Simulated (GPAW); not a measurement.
Computed results, one entry a study.

```
! title: Quasiparticle gap of Bi2SO2 (Pnnm) in GPAW
! method: DFT, LDA, plane waves, PAW (and 1 further level or step)
! program: GPAW 26.7.0
! settings of one run: cutoff 600 eV, GPAW PAW setups 1.2.1 data release, 4×1×4 k-mesh, nbands 222
! cost: 3 runs, 2 min in all on 8 MPI ranks of AMD EPYC 9R45, shared host (the runs of this entry)
! notes: The cell and positions are those that the Materials Project relaxed with its own functionals (PBE, PBE+U or r2SCAN), kept fixed. Limits: no spin-orbit coupling. Bands and cutoff are finite, so the gap is not at the basis limit. The miss can reach some tenths of an eV and take either sign; the mesh is an error of its own. The 4×1×4 mesh is coarse for this cell, which bears on the long-range parts of exchange and screening.
! LDA gap: 0.74 eV, indirect
! G0W0 gap on the mesh: 1.09 eV
! GW settings: 4×1×4 mesh, 212 bands, screening to 65 eV, Godby-Needs plasmon pole
! known limits: not at the basis limit; no spin-orbit coupling; coarse k mesh
CELL_PARAMETERS angstrom
3.87730 0.00000 0.00000
0.00000 11.96369 0.00000
0.00000 0.00000 3.84260
ATOMIC_POSITIONS crystal
Bi 0.41934 0.85612 0.50000
Bi 0.58066 0.14388 0.50000
Bi 0.91934 0.64388 0.00000
Bi 0.08066 0.35612 0.00000
S 0.00000 0.00000 0.00000
S 0.50000 0.50000 0.50000
O 0.44100 0.74911 0.00000
O 0.55900 0.25089 0.00000
O 0.94100 0.75089 0.50000
O 0.05900 0.24911 0.50000
```

[Paths, hosts, dates, memory and timing lines, banners, echoed tables and standing remarks are left out of the program output.]

[Logs are printed without paths, hosts, clocks, repeated set-up lines and the standing remarks that a program may print on its own settings, such as how far it seeks lower states.]

[Runs of the session that timed out or met a known fault of the program may be left out.]

[Hosts, paths, dates, database ids (printed as entryN), source tags and the programs' standing remarks are cut or masked in the printed files.]
